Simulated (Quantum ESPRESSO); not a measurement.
**InAs (F-43m): a mode Grüneisen parameter, worked out**

By how much does an optical zone-centre mode of InAs (F-43m) shift under hydrostatic pressure?

Calculated with Quantum ESPRESSO 7.5; DFT LDA, scalar-relativistic, plane waves, GBRV ultrasoft pseudopotentials.

The database entry behind the starting cell differs from later determinations by our own check (about 0.4 % short), so it need not match the best structure at ambient conditions.

**1. Set-up**

Symmetry: F-43m, No. 216, cubic system. Conventional cell: a = 6.016 Å, b = 6.016 Å, c = 6.016 Å, α = 90.00°, β = 90.00°, γ = 90.00°. In has 4 As at 2.60 Å nearest. As has 4 In at 2.60 Å nearest. Farther neighbours are not listed.

This is the cell after its relaxation at this level of theory, not the database cell from which that began.

**2. Runs at several volumes**

The relaxed cell is scaled uniformly; in this structure symmetry fixes all atoms, so nothing has to be relaxed anew. Each volume gets a ground state and a response at Γ. The mode followed is the highest one without the macroscopic field, of symmetry T2; longitudinal polar modes lie higher. Cutoff 50 Ry, k mesh 8×8×8 with shifts.

From the response at V/V₀ = 0.94:

The program printed:

```text
[banners, grids, parts of the stress and lines that vanish by symmetry left out]
Program PHONON v.7.5
     Reading xml data from directory:

[...]
Exchange-correlation= PZ
                           (   1   1   0   0   0   0   0)
[...]
kinetic-energy cut-off    =      50.0000  Ry
     charge density cut-off    =     400.0000  Ry
     convergence threshold     =      1.0E-18
[...]
Exchange-correlation= PZ
                           (   1   1   0   0   0   0   0)
[...]
q = (   0.0000000   0.0000000   0.0000000 )
     25 Sym.Ops. (with q -> -q+G )
     G cutoff = 1256.5010  (  46679 G-vectors)     FFT grid: ( 54, 54, 54)
     G cutoff =  628.2505  (  16529 G-vectors)  smooth grid: ( 36, 36, 36)
     number of k points=    60
[...]
Mode symmetry, T_d (-43m)  point group:
[...]
Dielectric constant
[...]
End of electric fields calculation
          Dielectric constant in cartesian axis
          (      15.004000608       0.000000000       0.000000000 )
          (      -0.000000000      15.004000608       0.000000000 )
          (       0.000000000       0.000000000      15.004000608 )
          Effective charges (d Force / dE) in cartesian axis without acoustic sum rule applied (asr)
           atom    1  In    Mean Z*:        2.39733
      Ex  (        2.39733        0.00000        0.00000 )
      Ey  (        0.00000        2.39733        0.00000 )
      Ez  (        0.00000        0.00000        2.39733 )
           atom    2  As    Mean Z*:       -2.40371
      Ex  (       -2.40371       -0.00000        0.00000 )
      Ey  (       -0.00000       -2.40371       -0.00000 )
      Ez  (       -0.00000       -0.00000       -2.40371 )
          Effective charges Sum: Mean:       -0.00639
[...]
Effective charges (d Force / dE) in cartesian axis with asr applied:
           atom    1  In    Mean Z*:        2.40052
[...]
atom    2  As    Mean Z*:       -2.40052
[...]
Representation #   1 modes #   1   2   3
[...]
End of self-consistent calculation
     Convergence has been achieved
     Representation #   2 modes #   4   5   6
[...]
End of self-consistent calculation
     Convergence has been achieved
[...]
Dielectric constant in cartesian axis
          (      15.004000608       0.000000000       0.000000000 )
          (      -0.000000000      15.004000608       0.000000000 )
          (       0.000000000       0.000000000      15.004000608 )
          Effective charges (d Force / dE) in cartesian axis without acoustic sum rule applied (asr)
           atom    1  In    Mean Z*:        2.39733
      Ex  (        2.39733        0.00000        0.00000 )
      Ey  (        0.00000        2.39733        0.00000 )
      Ez  (        0.00000        0.00000        2.39733 )
           atom    2  As    Mean Z*:       -2.40371
      Ex  (       -2.40371       -0.00000        0.00000 )
      Ey  (       -0.00000       -2.40371       -0.00000 )
      Ez  (       -0.00000       -0.00000       -2.40371 )
          Effective charges Sum: Mean:       -0.00639
[...]
Effective charges (d Force / dE) in cartesian axis with asr applied:
           atom    1  In    Mean Z*:        2.40052
[...]
atom    2  As    Mean Z*:       -2.40052
[...]
q = (    0.000000000   0.000000000   0.000000000 )
[...]
freq (    1) =      -0.207748 [THz] =      -6.929715 [cm-1]
     freq (    2) =      -0.207748 [THz] =      -6.929715 [cm-1]
     freq (    3) =      -0.207748 [THz] =      -6.929715 [cm-1]
     freq (    4) =       7.080178 [THz] =     236.169304 [cm-1]
     freq (    5) =       7.080178 [THz] =     236.169304 [cm-1]
     freq (    6) =       7.080178 [THz] =     236.169304 [cm-1]
[...]
Mode symmetry, T_d (-43m)  point group:
     freq (   1-   3) =         -6.9  [cm-1]   --> T_2  G_15 P_4   I+R
     freq (   4-   6) =        236.2  [cm-1]   --> T_2  G_15 P_4   I+R

   JOB DONE.
```

One volume, V/V₀ = 1.03, is held back as a test.

| V/V₀ | volume (Å³/atom) | pressure (GPa) | ω (cm⁻¹) |
| --- | --- | --- | --- |
| 0.94 | 25.580 | 4.83 | 236.17 |
| 0.97 | 26.397 | 2.41 | 226.66 |
| 1 | 27.213 | 0.36 | 217.67 |
| 1.03 | 28.030 | -1.35 | held back |
| 1.06 | 28.846 | -2.80 | 201.22 |

**3. The fit**

The mode Grüneisen parameter is γ = −d ln ω / d ln V.

```
ln(V/V₀)    ln ω
 -0.0619  5.4646
 -0.0305  5.4235
  0.0000  5.3830
  0.0583  5.3044
```

A straight line through these points has the slope -1.334, so γ = 1.33; at V/V₀ = 1.03 it predicts ω = exp(5.3825 − 0.0394) = 209.15 cm⁻¹.

A parabola of pressure against ln V through V/V₀ = 0.97, 1 and 1.03 gives the bulk modulus B = −dP/d ln V = 62 GPa at V₀. With ω₀ from the fitted line the pressure coefficient follows as dω/dP = γ ω₀ / B = 1.33 × 217.6 / 62 = 4.64 cm⁻¹/GPa.

**4. The run that was held back**

The program printed:

```text
[banners, grids, parts of the stress and lines that vanish by symmetry left out]
[banner, memory and clock lines left out]
Program PHONON v.7.5

[...]
Exchange-correlation= PZ
                           (   1   1   0   0   0   0   0)
[...]
kinetic-energy cut-off    =      50.0000  Ry
     charge density cut-off    =     400.0000  Ry
     convergence threshold     =      1.0E-18
[...]
Exchange-correlation= PZ
                           (   1   1   0   0   0   0   0)
[...]
q = (   0.0000000   0.0000000   0.0000000 )
     25 Sym.Ops. (with q -> -q+G )
     G cutoff = 1335.4750  (  51109 G-vectors)     FFT grid: ( 54, 54, 54)
     G cutoff =  667.7375  (  18149 G-vectors)  smooth grid: ( 40, 40, 40)
     number of k points=    60
[...]
Mode symmetry, T_d (-43m)  point group:
[...]
Dielectric constant
[...]
End of electric fields calculation
          Dielectric constant in cartesian axis
          (      19.264590495      -0.000000000      -0.000000000 )
          (       0.000000000      19.264590495      -0.000000000 )
          (      -0.000000000       0.000000000      19.264590495 )
          Effective charges (d Force / dE) in cartesian axis without acoustic sum rule applied (asr)
           atom    1  In    Mean Z*:        2.57299
      Ex  (        2.57299        0.00000       -0.00000 )
      Ey  (       -0.00000        2.57299        0.00000 )
      Ez  (        0.00000        0.00000        2.57299 )
           atom    2  As    Mean Z*:       -2.58370
      Ex  (       -2.58370        0.00000        0.00000 )
[...]
Representation #   1 modes #   1   2   3
[...]
End of self-consistent calculation
     Convergence has been achieved
     Representation #   2 modes #   4   5   6
[...]
End of self-consistent calculation
     Convergence has been achieved
[...]
Dielectric constant in cartesian axis
          (      19.264590495      -0.000000000      -0.000000000 )
          (       0.000000000      19.264590495      -0.000000000 )
          (      -0.000000000       0.000000000      19.264590495 )
          Effective charges (d Force / dE) in cartesian axis without acoustic sum rule applied (asr)
           atom    1  In    Mean Z*:        2.57299
      Ex  (        2.57299        0.00000       -0.00000 )
      Ey  (       -0.00000        2.57299        0.00000 )
      Ez  (        0.00000        0.00000        2.57299 )
           atom    2  As    Mean Z*:       -2.58370
      Ex  (       -2.58370        0.00000        0.00000 )
      Ey  (       -0.00000       -2.58370        0.00000 )
      Ez  (        0.00000        0.00000       -2.58370 )
          Effective charges Sum: Mean:       -0.01071
[...]
Effective charges (d Force / dE) in cartesian axis with asr applied:
           atom    1  In    Mean Z*:        2.57835
[...]
atom    2  As    Mean Z*:       -2.57835
[...]
q = (    0.000000000   0.000000000   0.000000000 )
[...]
freq (    1) =      -0.187110 [THz] =      -6.241313 [cm-1]
     freq (    2) =      -0.187110 [THz] =      -6.241313 [cm-1]
     freq (    3) =      -0.187110 [THz] =      -6.241313 [cm-1]
     freq (    4) =       6.272804 [THz] =     209.238222 [cm-1]
     freq (    5) =       6.272804 [THz] =     209.238222 [cm-1]
     freq (    6) =       6.272804 [THz] =     209.238222 [cm-1]
[...]
Mode symmetry, T_d (-43m)  point group:
     freq (   1-   3) =         -6.2  [cm-1]   --> T_2  G_15 P_4   I+R
     freq (   4-   6) =        209.2  [cm-1]   --> T_2  G_15 P_4   I+R
```

It gives 209.24 cm⁻¹ against the predicted 209.15 cm⁻¹, a miss of 0.09 cm⁻¹.

**5. Outcome**

```yaml
mode_grueneisen_parameter: 1.334
bulk_modulus: 62.5 GPa
pressure_coefficient: 4.64 cm⁻¹/GPa
```

The highest optical mode of InAs (F-43m) without the LO-TO term stiffens by 4.64 cm⁻¹ a GPa near the relaxed volume, with γ = 1.33. The power law meets all 5 runs within 0.05 %; between neighbouring volumes γ runs from 1.31 to 1.36. Such a coefficient turns a measured shift of this mode into a hydrostatic stress; uniaxial or biaxial stress splits the mode and needs deformation potentials. These are harmonic values at zero temperature for the structure held cubic, which a run at Γ can't show to be stable; the bulk modulus rests on three points.

[Host names and launcher messages were left out of these logs when they were recorded.]

[Logs are printed without paths, hosts, clocks, repeated set-up lines and the standing remarks that a program may print on its own settings, such as how far it seeks lower states.]

[Hosts, paths, dates, database ids (printed as entryN), source tags and the programs' standing remarks are cut or masked in the printed files.]
